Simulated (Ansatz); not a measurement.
# Ca on Zr(0001): change of the work function, part 2 of 3

Aim: the work function of Zr(0001) at several coverages of Ca (fcc site), and the dipole that each adsorbate carries.

Ansatz 0.2.0; plane-wave DFT, PBE, Ansatz PAW.

So far, work function, upper face (eV): step 2 (the clean slab) 4.17.

## 3. The covered slab, k-mesh 4×4×1, coverage 0.111 ML

System of this step: Ca/Zr(0001). The cell holds 37 atoms: 36 Zr and 1 Ca. Its edges and angles: a = 9.690 Å, b = 9.690 Å, c = 28.782 Å, α = 90.0°, β = 90.0°, γ = 60.0°. Vacuum lies along c.

The clean slab as it ended is repeated in the plane and the adsorbate is set on one face; the cell's size fixes the coverage, and the k-mesh shrinks with it to keep the sampling density about even. Adsorbate and upper layers relax, since the dipole depends on the height.

Input file input.yaml:

```yaml
crystal:
  lattice:
    - [9.69, 0.0, 0.0]
    - [4.845, 8.3917861626, 0.0]
    - [0.0, 0.0, 28.781832517]
  atoms:
    - { symbol: Zr, position: [0.2222222222, 0.2222222222, 0.3126972542] }
    - { symbol: Zr, position: [0.0, 0.0, 0.4020833278] }
    - { symbol: Zr, position: [0.2222222222, 0.2222222222, 0.4949288406] }
    - { symbol: Zr, position: [0.0, 0.0, 0.579692564] }
    - { symbol: Zr, position: [0.2222222222, 0.5555555556, 0.3126972542] }
    - { symbol: Zr, position: [0.0, 0.3333333333, 0.4020833278] }
    - { symbol: Zr, position: [0.2222222222, 0.5555555556, 0.4949288406] }
    - { symbol: Zr, position: [0.0, 0.3333333333, 0.579692564] }
    - { symbol: Zr, position: [0.2222222222, 0.8888888889, 0.3126972542] }
    - { symbol: Zr, position: [0.0, 0.6666666667, 0.4020833278] }
    - { symbol: Zr, position: [0.2222222222, 0.8888888889, 0.4949288406] }
    - { symbol: Zr, position: [0.0, 0.6666666667, 0.579692564] }
    - { symbol: Zr, position: [0.5555555556, 0.2222222222, 0.3126972542] }
    - { symbol: Zr, position: [0.3333333333, 0.0, 0.4020833278] }
    - { symbol: Zr, position: [0.5555555556, 0.2222222222, 0.4949288406] }
    - { symbol: Zr, position: [0.3333333333, 0.0, 0.579692564] }
    - { symbol: Zr, position: [0.5555555556, 0.5555555556, 0.3126972542] }
    - { symbol: Zr, position: [0.3333333333, 0.3333333333, 0.4020833278] }
    - { symbol: Zr, position: [0.5555555556, 0.5555555556, 0.4949288406] }
    - { symbol: Zr, position: [0.3333333333, 0.3333333333, 0.579692564] }
    - { symbol: Zr, position: [0.5555555556, 0.8888888889, 0.3126972542] }
    - { symbol: Zr, position: [0.3333333333, 0.6666666667, 0.4020833278] }
    - { symbol: Zr, position: [0.5555555556, 0.8888888889, 0.4949288406] }
    - { symbol: Zr, position: [0.3333333333, 0.6666666667, 0.579692564] }
    - { symbol: Zr, position: [0.8888888889, 0.2222222222, 0.3126972542] }
    - { symbol: Zr, position: [0.6666666667, 0.0, 0.4020833278] }
    - { symbol: Zr, position: [0.8888888889, 0.2222222222, 0.4949288406] }
    - { symbol: Zr, position: [0.6666666667, 0.0, 0.579692564] }
    - { symbol: Zr, position: [0.8888888889, 0.5555555556, 0.3126972542] }
    - { symbol: Zr, position: [0.6666666667, 0.3333333333, 0.4020833278] }
    - { symbol: Zr, position: [0.8888888889, 0.5555555556, 0.4949288406] }
    - { symbol: Zr, position: [0.6666666667, 0.3333333333, 0.579692564] }
    - { symbol: Zr, position: [0.8888888889, 0.8888888889, 0.3126972542] }
    - { symbol: Zr, position: [0.6666666667, 0.6666666667, 0.4020833278] }
    - { symbol: Zr, position: [0.8888888889, 0.8888888889, 0.4949288406] }
    - { symbol: Zr, position: [0.6666666667, 0.6666666667, 0.579692564] }
    - { symbol: Ca, position: [0.1111111111, 0.1111111111, 0.6873027458] }
kpoints:
  mp_grid: { grid: [4, 4, 1] }
hamiltonian:
  xc: pbe
scf:
  occupations: { method: fermi_dirac, width: 0.1 }
  convergence: { dr2_threshold: 1.0e-08 }
efield:
  axis: 3
  dipole_correction: true
  ramp_position: 0.97
  ramp_width: 0.06
relax:
  f_tol: 0.02
  max_steps: 60
  constraints:
    - { sites: [0, 1, 4, 5, 8, 9, 12, 13, 16, 17, 20, 21, 24, 25, 28, 29, 32, 33] }
output:
  write_potential: true
  write_density: true
  volumetric_format: npy
```

On the command line:

```
> ansatz run input.yaml --threads 4 --pin off --max-ram 16384MiB --backend cpu --events-out ev --progress --plain --runs-dir out
```

What it wrote:

```text
[...]
Crystal: 37 atoms, lattice volume = 2340.435 Å³
Basis set: ecut = 420 eV, 45757 PW (Γ), exchange–correlation on 144×144×400 points (8 copies of the dense FFT grid, shifted against one another)
Bands: 266, of which v1, the nominal top of the filled ones, is band 221 counted from 1 (220 counted from 0)
Symmetry: 6 space group operations
[...]
k-points: 4 of 16 (time reversal used)
[...]
SCF iter   1: F=—  HF=-152419.575001 eV  |F-HF|=—  |Δ(HF+E_count)|=         —  Δρ=4.10e-3  dr2=3.69e0  ethr=1.77e-3  p=0.586 e·Å  D=4.53e-2 V/Å  ΔV_dip=-1.30 eV  dr2_dipole=1.01e0  V_vac-E_F(+/−)=2.82/4.13 eV  ⟨swp⟩=10.2  Hψ=5534  notcnv=0
[...]
SCF iter  10: F=-152419.485028 eV  HF=-152419.485028 eV  |F-HF|=4.16e-9  |Δ(HF+E_count)|=   5.51e-8  Δρ=2.49e-7  dr2=3.40e-9  ethr=2.26e-12  p=0.633 e·Å  D=4.89e-2 V/Å  ΔV_dip=-1.41 eV  dr2_dipole=1.94e-11  V_vac-E_F(+/−)=2.78/4.18 eV  ⟨swp⟩=17.0  Hψ=11361  notcnv=0
SCF 1 converged in 10 iterations: F = -152419.485028 eV  dr2 = 3.40e-9
[...]
relax step   1: F+E_penalty+E_count = -152419.48502811 eV  Δ(F+E_penalty+E_count) = +0.000e0 eV  max|allowed force component| = 8.469e-1 eV/Å  Δτ_max = 0.0000 Å  (10 SCF iters, accepted)
[...]
SCF iter   1: F=—  HF=-152419.749927 eV  |F-HF|=—  |Δ(HF+E_count)|=         —  Δρ=2.78e-3  dr2=1.17e0  ethr=2.10e-4  p=0.633 e·Å  D=4.89e-2 V/Å  ΔV_dip=-1.41 eV  dr2_dipole=1.05e-1  V_vac-E_F(+/−)=2.78/4.19 eV  ⟨swp⟩=2.5  Hψ=3433  notcnv=0
[...]
eigensolver tolerance schedule calibrated: the retry pair's looser diagonalisation under-reported the residual by θ = 0.21 (0.18/decade); ethr = c·dr2/N_el runs at the constant in force after the calibration composes with the one it found (an armed cap, an earlier calibration), c = 3.2e-2
[...]
SCF iter   2: F=—  HF=-152419.672705 eV  |F-HF|=—  |Δ(HF+E_count)|=   7.72e-2  Δρ=1.27e-3  dr2=1.81e-1  ethr=8.54e-5  p=0.617 e·Å  D=4.77e-2 V/Å  ΔV_dip=-1.37 eV  dr2_dipole=7.96e-4  V_vac-E_F(+/−)=2.82/4.19 eV  ⟨swp⟩=3.2  Hψ=1996  notcnv=0
[...]
SCF iter  10: F=-152419.657313 eV  HF=-152419.657313 eV  |F-HF|=7.57e-10  |Δ(HF+E_count)|=   1.74e-8  Δρ=1.80e-7  dr2=1.68e-9  ethr=1.00e-12  p=0.605 e·Å  D=4.68e-2 V/Å  ΔV_dip=-1.35 eV  dr2_dipole=1.75e-11  V_vac-E_F(+/−)=2.84/4.19 eV  ⟨swp⟩=10.8  Hψ=6900  notcnv=0
SCF 2 converged in 10 iterations: F = -152419.657313 eV  dr2 = 1.68e-9
relax step   2: F+E_penalty+E_count = -152419.65731335 eV  Δ(F+E_penalty+E_count) = -1.723e-1 eV  max|allowed force component| = 6.037e-1 eV/Å  Δτ_max = 0.1941 Å  (10 SCF iters, accepted)
SCF iter   1: F=—  HF=-152419.767319 eV  |F-HF|=—  |Δ(HF+E_count)|=         —  Δρ=1.95e-3  dr2=1.39e0  ethr=1.01e-3  p=0.605 e·Å  D=4.68e-2 V/Å  ΔV_dip=-1.35 eV  dr2_dipole=4.65e-1  V_vac-E_F(+/−)=2.85/4.20 eV  ⟨swp⟩=7.2  Hψ=2409  notcnv=0
[...]
SCF iter   9: F=-152419.726786 eV  HF=-152419.726786 eV  |F-HF|=5.85e-9  |Δ(HF+E_count)|=   4.27e-8  Δρ=2.57e-7  dr2=3.27e-9  ethr=2.26e-12  p=0.557 e·Å  D=4.30e-2 V/Å  ΔV_dip=-1.24 eV  dr2_dipole=2.29e-10  V_vac-E_F(+/−)=2.95/4.19 eV  ⟨swp⟩=15.0  Hψ=9759  notcnv=0
SCF 3 converged in 9 iterations: F = -152419.726786 eV  dr2 = 3.27e-9
relax step   3: F+E_penalty+E_count = -152419.72678639 eV  Δ(F+E_penalty+E_count) = -6.947e-2 eV  max|allowed force component| = 1.291e-1 eV/Å  Δτ_max = 0.1975 Å  (9 SCF iters, accepted)
[...]
relax step   4: F+E_penalty+E_count = -152419.73256098 eV  Δ(F+E_penalty+E_count) = -5.775e-3 eV  max|allowed force component| = 3.958e-2 eV/Å  Δτ_max = 0.0363 Å  (9 SCF iters, accepted)
SCF iter   1: F=—  HF=-152419.735961 eV  |F-HF|=—  |Δ(HF+E_count)|=         —  Δρ=1.88e-4  dr2=6.91e-3  ethr=3.45e-5  p=0.563 e·Å  D=4.35e-2 V/Å  ΔV_dip=-1.25 eV  dr2_dipole=2.41e-4  V_vac-E_F(+/−)=2.93/4.19 eV  ⟨swp⟩=2.0  Hψ=1542  notcnv=0
[...]
SCF iter   7: F=-152419.733605 eV  HF=-152419.733605 eV  |F-HF|=5.09e-9  |Δ(HF+E_count)|=   2.67e-8  Δρ=2.86e-7  dr2=5.14e-9  ethr=2.26e-12  p=0.564 e·Å  D=4.36e-2 V/Å  ΔV_dip=-1.26 eV  dr2_dipole=2.25e-12  V_vac-E_F(+/−)=2.93/4.19 eV  ⟨swp⟩=12.5  Hψ=8281  notcnv=0
SCF 5 converged in 7 iterations: F = -152419.733605 eV  dr2 = 5.14e-9
[...]
relax step   5: F+E_penalty+E_count = -152419.73360456 eV  Δ(F+E_penalty+E_count) = -1.044e-3 eV  max|allowed force component| = 1.847e-2 eV/Å  Δτ_max = 0.0081 Å  (7 SCF iters, accepted)
NSCF: frozen V_eff on 4 k-points
[...]
WARN: The output density's exchange-correlation potential varies sharply where the density is thin. Do not read a vacuum level from v_tot or v_xc, or from such a field of the output density. On a cell that repeats whose density bears no net charge and no dipole along the vacuum's axis use v_es (v_loc + v_h of the components); under efield.dipole_correction with no amplitude use v_es + v_field, which holds any externa [...]
SCF converged after 7 iterations
Free energy (F): -152419.733605 eV
[...]
Internal energy: -152417.760778 eV  (E = F + TS)
E sigma→0 (E₀):  -152418.747191 eV
Entropy (-TS):   -1.972827 eV (-53.320 meV/atom)
Fermi energy:    2.958042 eV
Dipole field:    D = 0.043633 V/Å  (p = 0.564357 e·Å, saw-weighted, corrected)
Work function:   Φ+ = 2.9316 eV   Φ− = 4.1875 eV
[...]
--- Forces (eV/Å), atoms counted from 1 ---
  atom   1  Zr    -0.01709072    -0.00986733     0.41686479
  atom   2  Zr    -0.00824177    -0.00475839    -0.51907419
  atom   3  Zr    -0.00239117    -0.00138054    -0.00399456
  atom   4  Zr    -0.00086980    -0.00050218     0.00871109
  atom   5  Zr    -0.01352305     0.00780754     0.45939292
  atom   6  Zr     0.00000000     0.00951678    -0.51907419
  atom   7  Zr    -0.00181317     0.00104683     0.00620513
  atom   8  Zr     0.00000000     0.00100436     0.00871109
  atom   9  Zr     0.00000000     0.01973467     0.41686479
  atom  10  Zr     0.05127273    -0.02960232    -0.39110904
  atom  11  Zr    -0.00000000     0.00276108    -0.00399456
  atom  12  Zr    -0.00864362     0.00499039     0.00283907
  atom  13  Zr     0.00000000    -0.01561507     0.45939292
  atom  14  Zr     0.00824177    -0.00475839    -0.51907419
  atom  15  Zr     0.00000000    -0.00209367     0.00620513
  atom  16  Zr     0.00086980    -0.00050218     0.00871109
  atom  17  Zr     0.01352305     0.00780754     0.45939292
  atom  18  Zr     0.04024441     0.02323512    -0.40860454
  atom  19  Zr     0.00181317     0.00104683     0.00620513
  atom  20  Zr    -0.01599942    -0.00923727    -0.00463408
  atom  21  Zr    -0.00713145     0.00411735     0.43696579
  atom  22  Zr    -0.00000000    -0.04647024    -0.40860454
  atom  23  Zr    -0.00115146     0.00066480    -0.00229310
  atom  24  Zr    -0.00000000     0.01847454    -0.00463408
  atom  25  Zr     0.01709072    -0.00986733     0.41686479
  atom  26  Zr    -0.00000000     0.05920465    -0.39110904
  atom  27  Zr     0.00239117    -0.00138054    -0.00399456
  atom  28  Zr     0.00000000    -0.00998079     0.00283907
  atom  29  Zr    -0.00000000    -0.00823469     0.43696579
  atom  30  Zr    -0.04024441     0.02323512    -0.40860454
  atom  31  Zr    -0.00000000    -0.00132959    -0.00229310
  atom  32  Zr     0.01599942    -0.00923727    -0.00463408
  atom  33  Zr     0.00713145     0.00411735     0.43696579
  atom  34  Zr    -0.05127273    -0.02960232    -0.39110904
  atom  35  Zr     0.00115146     0.00066480    -0.00229310
  atom  36  Zr     0.00864362     0.00499039     0.00283907
  atom  37  Ca    -0.00000000    -0.00000000    -0.00382498
  max |Σ_I F_I| component: 1.72e-5 eV/Å
--- Band table (eV) ---
  k-point 0: bands = [... 217 lower, 3.0081, 3.0417, 3.0417, 3.0629, 3.0882, 3.0882, 3.0888, 3.0891, ... 41 higher]
  k-point 1: bands = [... 217 lower, 2.8564, 2.8639, 2.8971, 2.9180, 2.9446, 2.9925, 3.1017, 3.1086, ... 41 higher]
  k-point 2: bands = [... 217 lower, 2.8434, 2.8497, 2.9405, 2.9697, 2.9937, 2.9952, 3.0078, 3.0212, ... 41 higher]
  k-point 3: bands = [... 217 lower, 2.8044, 2.8873, 2.8914, 2.9124, 2.9380, 2.9568, 2.9867, 3.0081, ... 41 higher]
--- Relaxed structure (5 steps of the walk, 5 accepted, 0 SCFs on fresh bases) ---
  F+E_penalty+E_count = -152419.73360456 eV   max|allowed force component| = 1.847e-2 eV/Å
  atoms:
    - { symbol: Zr, position: [0.222222, 0.222222, 0.3126972542] }
    - { symbol: Zr, position: [1.111110e-11, 1.111110e-11, 0.4020833278] }
    - { symbol: Zr, position: [0.223830, 0.223830, 0.492890] }
    - { symbol: Zr, position: [0.000859682, 0.000859682, 0.576799] }
    - { symbol: Zr, position: [0.222222, 0.555556, 0.3126972542] }
    - { symbol: Zr, position: [1.111111e-11, 0.333333, 0.4020833278] }
    - { symbol: Zr, position: [0.221274, 0.556029, 0.496894] }
    - { symbol: Zr, position: [0.000859682, 0.331614, 0.576799] }
    - { symbol: Zr, position: [0.222222, 0.888889, 0.3126972542] }
    - { symbol: Zr, position: [-2.222228e-11, 0.666667, 0.4020833278] }
    - { symbol: Zr, position: [0.223830, 0.885673, 0.492890] }
    - { symbol: Zr, position: [-0.00182789, 0.667581, 0.582099] }
    - { symbol: Zr, position: [0.555556, 0.222222, 0.3126972542] }
    - { symbol: Zr, position: [0.333333, 1.111110e-11, 0.4020833278] }
    - { symbol: Zr, position: [0.556029, 0.221274, 0.496894] }
    - { symbol: Zr, position: [0.331614, 0.000859682, 0.576799] }
    - { symbol: Zr, position: [0.555556, 0.555556, 0.3126972542] }
    - { symbol: Zr, position: [0.333333, 0.333333, 0.4020833278] }
    - { symbol: Zr, position: [0.556029, 0.556029, 0.496894] }
    - { symbol: Zr, position: [0.330303, 0.330303, 0.582354] }
    - { symbol: Zr, position: [0.555556, 0.888889, 0.3126972542] }
    - { symbol: Zr, position: [0.333333, 0.666667, 0.4020833278] }
    - { symbol: Zr, position: [0.560503, 0.886415, 0.494016] }
    - { symbol: Zr, position: [0.330303, 0.672728, 0.582354] }
    - { symbol: Zr, position: [0.888889, 0.222222, 0.3126972542] }
    - { symbol: Zr, position: [0.666667, -2.222223e-11, 0.4020833278] }
    - { symbol: Zr, position: [0.885673, 0.223830, 0.492890] }
    - { symbol: Zr, position: [0.667581, -0.00182789, 0.582099] }
    - { symbol: Zr, position: [0.888889, 0.555556, 0.3126972542] }
    - { symbol: Zr, position: [0.666667, 0.333333, 0.4020833278] }
    - { symbol: Zr, position: [0.886415, 0.560503, 0.494016] }
    - { symbol: Zr, position: [0.672728, 0.330303, 0.582354] }
    - { symbol: Zr, position: [0.888889, 0.888889, 0.3126972542] }
    - { symbol: Zr, position: [0.666667, 0.666667, 0.4020833278] }
    - { symbol: Zr, position: [0.886415, 0.886415, 0.494016] }
    - { symbol: Zr, position: [0.667581, 0.667581, 0.582099] }
    - { symbol: Ca, position: [0.111111, 0.111111, 0.673352] }
```

Elapsed: 10 min, on 4 threads of Arm Neoverse V2, shared host; peak memory 10 GiB; 30 min of CPU time.

Relaxation path:

```tsv
step	energy less that of the first step (eV)	largest force component (eV/Å)
1	0.0000	0.8469
2	-0.1723	0.6037
3	-0.2418	0.1291
4	-0.2475	0.0396
5	-0.2486	0.0185
```

Forces are held to the 6 operations that the program found; a distortion that breaks them can't arise in this run.

The atoms that moved most (Å):

```tsv
atom	dx	dy	dz	length
Ca37	0.000	0.000	-0.402	0.402
Zr20	-0.044	-0.025	0.077	0.092
Zr24	0.000	0.051	0.077	0.092
Zr32	0.044	-0.025	0.077	0.092
Zr8	0.000	-0.014	-0.083	0.085
Zr16	-0.012	0.007	-0.083	0.085
Zr4	0.012	0.007	-0.083	0.085
Zr12	-0.013	0.008	0.069	0.071
```

The relaxed structure:

```xyz
37
Lattice="9.6900 0.0000 0.0000 4.8450 8.3918 0.0000 0.0000 0.0000 28.7818" Properties=species:S:1:pos:R:3
Zr    3.2300    1.8648    9.0000
Zr    0.0000    0.0000   11.5727
Zr    3.2534    1.8783   14.1863
Zr    0.0125    0.0072   16.6013
Zr    4.8450    4.6621    9.0000
Zr    1.6150    2.7973   11.5727
Zr    4.8381    4.6661   14.3015
Zr    1.6150    2.7828   16.6013
Zr    6.4600    7.4594    9.0000
Zr    3.2300    5.5945   11.5727
Zr    6.4600    7.4324   14.1863
Zr    3.2167    5.6022   16.7539
Zr    6.4600    1.8648    9.0000
Zr    3.2300    0.0000   11.5727
Zr    6.4600    1.8569   14.3015
Zr    3.2175    0.0072   16.6013
Zr    8.0750    4.6621    9.0000
Zr    4.8450    2.7973   11.5727
Zr    8.0819    4.6661   14.3015
Zr    4.8009    2.7718   16.7612
Zr    9.6900    7.4594    9.0000
Zr    6.4600    5.5945   11.5727
Zr    9.7260    7.4386   14.2187
Zr    6.4600    5.6454   16.7612
Zr    9.6900    1.8648    9.0000
Zr    6.4600    0.0000   11.5727
Zr    9.6666    1.8783   14.1863
Zr    6.4600   -0.0153   16.7539
Zr   11.3050    4.6621    9.0000
Zr    8.0750    2.7973   11.5727
Zr   11.3050    4.7036   14.2187
Zr    8.1191    2.7718   16.7612
Zr   12.9200    7.4594    9.0000
Zr    9.6900    5.5945   11.5727
Zr   12.8840    7.4386   14.2187
Zr    9.7033    5.6022   16.7539
Ca    1.6150    0.9324   19.3803
```

Read from the output:

```yaml
energy_at_zero_smearing: -152418.7472 eV
work_function_upper_face: 2.932 eV
work_function_lower_face: 4.187 eV
dipole_along_the_normal: 0.5644 e·Å
step_between_the_vacuum_levels: -1.256 eV
```

Running mean over 2.573 Å of the planar mean; the ramp of the sawtooth is left out. Electron's electrostatic potential energy less the Fermi level against z:

z (Å), electron's electrostatic potential energy less the Fermi level (eV) and a bar from the least value:
```
        4       4.18 ##############################
        5       4.16 ##############################
        6       3.92 #############################
        7       2.13 #########################
        8      -5.12 #########
        9      -8.44 #
       10      -8.32 #
       11      -8.28 #
       12      -8.17 ##
       13      -7.68 ###
       14      -8.26 #
       15      -8.87 
       16      -8.86 
       17      -8.14 ##
       18      -3.18 #############
       19       1.69 ########################
       20       2.22 #########################
       21       2.67 ###########################
       22       2.89 ###########################
       23       2.93 ###########################
       24       2.93 ###########################
       25       2.93 ###########################
```

The relaxation took 5 steps and lowered the energy by 0.25 eV; the largest force on the free atoms ends at 0.018 eV/Å.

The covered face has 2.93 eV, -1.23 eV against the clean one; the bare back face has moved by +0.01 eV, a measure of how thin the slab is.

(Continued in part 3 of 3.)

[Long decimals in the printed logs are rounded to 6 places.]

[Logs are printed without paths, hosts, clocks, repeated set-up lines and the standing remarks that a program may print on its own settings, such as how far it seeks lower states.]

[Hosts, paths, dates, database ids (printed as entryN), source tags and the programs' standing remarks are cut or masked in the printed files.]

[Maps of the electrostatic potential energy from Ansatz leave out the sawtooth potential of an applied field or a dipole correction, so their vacuum need not be flat; planar profiles and work functions include it.]
